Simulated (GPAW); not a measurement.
CsH3O2 (Amm2) has these O sites:
A. atom 2: 2 H at 1.02 Å, 1 H at 1.81 Å, 4 Cs at 3.30 Å and 2 Cs at 3.52 Å (9-fold, site symmetry mm2), then 2 O at 2.54 Å and 1 O at 2.78 Å
B. atom 3: 1 H at 0.97 Å, 2 H at 1.52 Å, 2 Cs at 3.25 Å and 4 Cs at 3.44 Å (9-fold, site symmetry mm2), then 2 O at 2.54 Å and 1 O at 2.78 Å

Their O K edges were computed (GPAW, LDA, full core hole (charged cell), 18-atom cell with 6.1 Å between holes, 4×4×4 k points, dipole transitions, Gaussian full width 0.9 eV up to 4 eV, rising linearly to 3.5 eV at 25 eV) and are given in random order.

On one photon-energy scale, from the lowest onset; each scaled to a mean of 1 over its first 20 eV.

```
E (eV)  spectrum 1  spectrum 2
  -2.0        0.00        0.00
  -1.5        0.00        0.00
  -1.0        0.00        0.00
  -0.5        0.00        0.00
   0.0        0.00        0.03
   0.5        0.00        0.15
   1.0        0.01        0.50
   1.5        0.05        1.00
   2.0        0.18        1.60
   2.5        0.60        1.88
   3.0        1.31        1.65
   3.5        1.73        1.48
   4.0        1.50        1.52
   4.5        1.21        1.26
   5.0        1.25        1.07
   5.5        1.06        1.36
   6.0        0.87        1.79
   6.5        1.21        1.97
   7.0        2.41        1.98
   7.5        3.60        2.02
   8.0        3.50        2.02
   8.5        2.46        1.78
   9.0        1.60        1.43
   9.5        1.17        1.13
  10.0        1.07        0.86
  10.5        1.01        0.62
  11.0        0.84        0.48
  11.5        0.62        0.45
  12.0        0.49        0.48
  12.5        0.47        0.52
  13.0        0.50        0.55
  13.5        0.54        0.58
  14.0        0.58        0.59
  14.5        0.59        0.58
  15.0        0.59        0.56
  15.5        0.56        0.54
  16.0        0.54        0.53
  16.5        0.51        0.55
  17.0        0.51        0.59
  17.5        0.52        0.64
  18.0        0.56        0.69
  18.5        0.60        0.71
  19.0        0.64        0.71
  19.5        0.67        0.69
  20.0        0.67        0.66
  20.5        0.66        0.61
  21.0        0.63        0.57
  21.5        0.60        0.54
  22.0        0.57        0.51
  22.5        0.54        0.50
  23.0        0.51        0.50
  23.5        0.49        0.51
  24.0        0.48        0.53
  24.5        0.48        0.57
  25.0        0.49        0.62
  25.5        0.52        0.69
  26.0        0.56        0.76
  26.5        0.63        0.83
  27.0        0.71        0.88
  27.5        0.78        0.90
  28.0        0.84        0.89
  28.5        0.88        0.86
  29.0        0.88        0.81
  29.5        0.85        0.76
  30.0        0.80        0.71
  30.5        0.74        0.67
  31.0        0.68        0.64
```

Question: Which spectrum belongs to which site?

Spectrum 1 is A (onset at +1.09 eV, maxima 2.5 eV (1.73), 6.6 eV (3.75) and 18.7 eV (0.67) above its own zero). Spectrum 2 is B (onset at +0.00 eV, maxima 2.5 eV (1.88), 3.9 eV (1.53) and 7.8 eV (2.04) above its own zero).

[Banner, clock and machine lines of the logs are left out without a mark of their own.]

[Logs are printed without paths, hosts, clocks, repeated set-up lines and the standing remarks that a program may print on its own settings, such as how far it seeks lower states.]

[Hosts, paths, dates, database ids (printed as entryN), source tags and the programs' standing remarks are cut or masked in the printed files.]

[Lists of maxima count a maximum above −3 eV only where it reaches 4 % of the highest in the window and stands out from its surroundings by 2 % of it (1.5 % where it reaches 55 %); shoulders and weaker maxima are passed over, and of the rest the first, up to two pre-edge ones and the few strongest are named.]
